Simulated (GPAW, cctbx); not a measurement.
## Bonding in RbZnBr3 as X-rays see it

Question: by how much does bonding change the X-ray structure factors of RbZnBr3, how firmly does DFT give the change, and what does a routine refinement make of it?

The start was made by putting kin elements into a known structure type; the compound need not exist, or be stable, in this form. All numbers below are calculated.

**1. Find the equilibrium geometry**

The density hangs on the geometry, so cell and atoms are relaxed first, with the symmetry held. The cutoff is set higher than for the density because stress converges slowly with plane waves.

Settings: GPAW 26.7.0, PBE, 570 eV, 3×3×3 k-points, Fermi–Dirac width 0.05 eV, BFGS to 0.03 eV/Å.

```text
cell
1.0
     4.904500000    5.276500000    0.000000000
     4.904500000   -5.276500000    0.000000000
    -4.904500000    0.000000000   -5.317000000
Rb Br Zn
2 6 2
Direct
0.250000000 0.750000000 0.500000000
0.750000000 0.250000000 0.500000000
0.251500000 0.251500000 0.000000000
0.748500000 0.748500000 0.000000000
0.783500000 0.216500000 0.000000000
0.278500000 0.278500000 0.557000000
0.721500000 0.721500000 0.443000000
0.216500000 0.783500000 0.000000000
0.000000000 0.000000000 0.000000000
0.500000000 0.500000000 0.000000000
```

```console
$ OMP_NUM_THREADS=1 mpirun -n 4 gpaw python run.py > gpaw.log
```

```text
BFGS:    0      -24.562481        1.515916
BFGS:    1      -24.700078        1.362927
BFGS:    2      -25.225618        0.821217
BFGS:    3      -25.319446        0.606900
...
BFGS:   15      -25.544260        0.079922
BFGS:   16      -25.547370        0.037688
BFGS:   17      -25.547510        0.024017
cell  7.6684 7.6684 7.6646  120.17 120.17 89.73
volume 317.777 A^3, largest force 0.012 eV/A, largest stress 0.12 GPa
```

The cell moved far, while the k-mesh and basis were chosen for the start, so the final shape may be somewhat biased.

After 17 steps the volume has changed by +15.5 % and the energy by -0.985 eV; the largest stress left is 0.12 GPa. It took 9 min on 4 cores of Arm Neoverse V1 (shared host), peak memory 2.1 GiB.

Relaxed structure: Fmmm (no. 69), a = 10.8081 Å, b = 10.8190 Å, c = 10.8705 Å, α = 90.00°, β = 90.00°, γ = 90.00°.

| atom | mult. | x | y | z |
| --- | --- | --- | --- | --- |
| Rb1 | 8 | 3/4 | 1/4 | 1/4 |
| Br1 | 8 | 1/2 | 0 | 0.2540 |
| Br2 | 8 | 1/2 | 0.2738 | 0 |
| Br3 | 8 | 0.7229 | 0 | 0 |
| Zn1 | 4 | 0 | 0 | 0 |
| Zn2 | 4 | 1/2 | 0 | 0 |

**2. The all-electron density**

X-rays see the whole electron density, so the PAW density is rebuilt with its core regions. Subtracting spherical free atoms from the same code cancels the cores and leaves the deformation density Δρ, the part due to bonding.

Settings: PBE, 450 eV, 4×4×4 k-points, Fermi–Dirac width 0.05 eV; primitive cell of 10 atoms.

```console
$ OMP_NUM_THREADS=1 mpirun -n 4 gpaw python run.py > gpaw.log
```

```text
|iter:   1|       0s |  -26.806285 | +0.20 |       |
|iter:   2|       4s |  -26.598090 | -0.34 | -1.29 |
|iter:   3|       8s |  -25.536766 | -0.66 | -1.33 |
...
|iter:  10|      37s |  -25.508988c| -6.04 | -4.61c|
|iter:  11|      40s |  -25.508988c| -6.70 | -5.39c|
|iter:  12|      44s |  -25.508988c| -7.65c| -5.70c|
```

```text
grid (80, 80, 80)  electrons 344.000  moved by bonding 1.689 e
deformation density beyond 0.5 A of the nuclei: max 0.073, min -0.097 e/A^3
atom        x       y       z   Voronoi charge  moment
Rb1    0.7500  0.2500  0.5000      0.206       0.00
Rb2    0.2500  0.7500  0.5000      0.206       0.00
Br3    0.2460  0.2460  0.4920     -0.239       0.00
Br4    0.7540  0.7540  0.5080     -0.239       0.00
Br5    0.7738  0.2262  0.0000     -0.191       0.00
Br6    0.7230  0.7230  0.0000     -0.182       0.00
Br7    0.2770  0.2770  0.0000     -0.182       0.00
Br8    0.2262  0.7738  0.0000     -0.191       0.00
Zn9    0.0000  0.0000  0.0000      0.404       0.00
Zn10   0.5000  0.5000  0.0000      0.408       0.00
mean inner potential of superposed free atoms 11.532 V
total magnetic moment 0.000 muB
```

Deformation density in a plane through the shortest contact of the Br atom at the origin, in 0.01 e/Å³ (clipped at ±99); x from -1.6 to 4.0 Å, y from 2.4 down to -2.4 Å:

```text
  1   0   0  -1  -1   0   0   1   2   2  -2   .   0   3   2   0
  1   0   0   0   0   0   0   0   1   1  -1  -2   0   1   1   0
  0   0   0   0   1   0   0   0   0   1   2   3   2   1   0   0
 -1   0   1   2   2   2   1   0   0  -1  -1   0  -1  -1   0   0
 -1   0   1   3   5   2   1   2   0  -4  -7  -6  -6  -2   1   2
 -2   0  -1   0   .  -2  -2   5   1  -8  -1   .  -7  -3   5   2
 -2   0  -3  -2   .   .  -6   7   2  -9   .   .  -3  -4   7   1
 -2   0  -1   0   .  -3  -2   5   1  -8  -1   .  -7  -3   5   2
 -1   0   1   3   5   2   1   2   0  -4  -6  -6  -6  -2   1   2
 -1   0   1   2   2   2   1   0   0  -1  -1   0  -1  -1   0   0
  0   0   0   0   1   0   0   0   0   1   2   3   2   1   0   0
  1   0   0   0   0   0   0   0   1   1  -1  -2   0   1   1   0
  1   0   0  -1  -1   0   0   1   2   2  -2   .   0   3   2   0
```

Atoms in or within 0.15 Å of the plane: Br (0.0, 0.0), Zn (2.4, 0.0) Å. Dots mark points within about 0.45 Å of a nucleus; large values next to them are atomic features.

Br gains most (-0.20 e) and Zn loses most (+0.41 e), in averages over each element's sites; Br is the most electronegative element, but the order of the others doesn't follow electronegativity. Such charges fall far short of formal ones, since overlapping free atoms already put density on their neighbours. Along the shortest contact from the Br atom at the map's origin, Br–Zn at 2.41 Å, Δρ is +0.07 e/Å³ at the midpoint and highest, +0.07, 1.09 Å from Br (points within 0.5 Å of a nucleus left out): a modest build-up. Point values carry grid noise of about 0.01 e/Å³. The run needed 12 iterations, 58 s.

**3. Structure factors**

The Fourier components of Δρ, added to those of the free atoms, give the static X-ray structure factors; the Mott–Bethe relation turns them into the Fourier components V of the potential that fast electrons feel.

```text
static structure factors of the conventional cell: F in electrons, V (Mott-Bethe) in volts
   h  k  l      d  |F| table  |F| free   |F| DFT   change   |V| free  |V| DFT  change %
   1  1  1  6.2541     1.274     1.274     1.295    0.021     0.009    0.006        -
   0  0  2  5.4352   214.417   214.202   213.229   -0.973     1.082    1.185      9.6
   0  2  0  5.4095   225.572   225.358   224.961   -0.397     1.164    1.206      3.6
   2  0  0  5.4041   228.948   228.735   228.519   -0.216     1.189    1.211      1.9
   0  2  2  3.8342   238.268   238.416   235.372   -3.044     1.608    1.769     10.0
   2  0  2  3.8322   241.471   241.618   238.686   -2.932     1.629    1.784      9.5
   2  2  0  3.8232   252.047   252.191   249.610   -2.582     1.698    1.834      8.0
   1  1  3  3.2744    22.993    23.002    23.173    0.171     0.149    0.143     -4.4
   1  3  1  3.2632   138.186   138.242   139.319    1.076     0.895    0.854     -4.6
   3  1  1  3.2608   158.516   158.581   159.836    1.255     1.027    0.979     -4.7
   2  2  2  3.1271   730.232   730.729   734.038    3.310     4.813    4.697     -2.4
   0  0  4  2.7176  1121.948  1122.038  1122.434    0.397     6.726    6.715     -0.2
   0  4  0  2.7048  1082.184  1082.239  1082.575    0.337     6.471    6.462     -0.1
   4  0  0  2.7020  1070.662  1070.707  1071.014    0.306     6.398    6.390     -0.1
```

The largest X-ray change is +3.31 e on 222, 0.5 % of |F|. For electrons V goes as (Z − F)/g², so a change of F counts against Z − F, which is small at low angle and wherever the atoms' terms cancel: |V| of 022 moves by +10.0 % (1.61 to 1.77 V) against -1.3 % in |F|. The tabulated Hartree–Fock atoms differ from the free DFT atoms by up to 0.50 e, so the choice of reference atom matters too.

**4. The functional ladder**

The same geometry is run with other functionals, to see whether the bonding signal is larger than the spread between approximations. Free atoms are LDA for LDA and PBE otherwise. Any other changed setting is in the row's label.

```
   run  ΔF 222 (e)  ΔF 022 (e)  ΔF 202 (e)  q(Br) (e)  moved (e)  time
   PBE      +3.310      -3.044      -2.932     -0.204      1.689  58 s
   LDA      +2.848      -2.931      -2.822     -0.191      1.539  55 s
revPBE      +3.612      -3.094      -2.979     -0.214      1.856  61 s
```

At the base's settings ΔF(222) spans +2.848 to +3.612 e, a spread of 23 % of the PBE value; over the three listed reflections the spread is at most 23 %, so sign and size hold across the functionals. Times are from shared hosts.

**5. Refining ordinary atoms against data with bonding**

Routine crystallography fits spherical atoms. To see the bias, intensities are simulated from tabulated atoms plus the DFT change ΔF, so that bonding alone can misfit (20802 reflections of the full sphere, merged to the counts below, to 0.4 Å, 1 % proportional noise plus counting noise, assumed isotropic U as listed, Δρ smeared by the mean U) and refined with cctbx over different ranges.

```
                    range  data      R1  GooF  U Rb1 (true 0.0089)  U Br1 (true 0.0091)  U Br2 (true 0.0091)  U Br3 (true 0.0091)  largest shift (Å)  Δρ max, min (e/Å³)
                 all data  2826  0.0098  0.94               0.0089               0.0091               0.0091               0.0091             0.0002         0.51, -0.49
 low resolution, d > 0.84   334  0.0047  1.02               0.0089               0.0091               0.0090               0.0090             0.0002         0.15, -0.14
     high order, d < 0.75  2367  0.0130  0.93               0.0089               0.0091               0.0091               0.0091             0.0002         0.46, -0.53
occupancies free, d > 0.7   554  0.0049  0.96               0.0089               0.0092               0.0091               0.0090             0.0001         0.17, -0.19
```

With all data GooF is 0.94, so at this noise the bonding hardly shows; the top residual peak lies 0.38 Å from Br and 2.38 Å from Zn. No U is off by more than 3 s.u. at low resolution. With Rb1 held at 1 and the scale free, the other occupancies refine to Br1 1.003(0.001), Br2 1.002(0.001), Br3 1.000(0.001) and Zn1 0.999(0.002), within three s.u. of full.

**6. Answer**

Bonding moves 1.69 e in the primitive cell of RbZnBr3 and changes the structure factors of the conventional cell in the table above by at most 3.31 e (222, 0.5 %), and among reflections above 2 % of the strongest by up to 1.3 % (022). The shortest bond, Br–Zn, has Δρ = +0.07 e/Å³ at its midpoint. At the base's settings ΔF(222) spans +2.848 to +3.612 e, a spread of 23 % of the PBE value; over the three listed reflections the spread is at most 23 %, so sign and size hold across the functionals. With all data GooF is 0.94, so at this noise the bonding hardly shows. Limits: static density, frozen cores, no spin–orbit coupling.

[Outputs are excerpts: Python notices, other lines and further rows are left out; steps that failed or that the build refused (PBEsol, TPSS) are not shown.]

[Logs are printed without paths, hosts, clocks, repeated set-up lines and the standing remarks that a program may print on its own settings, such as how far it seeks lower states.]
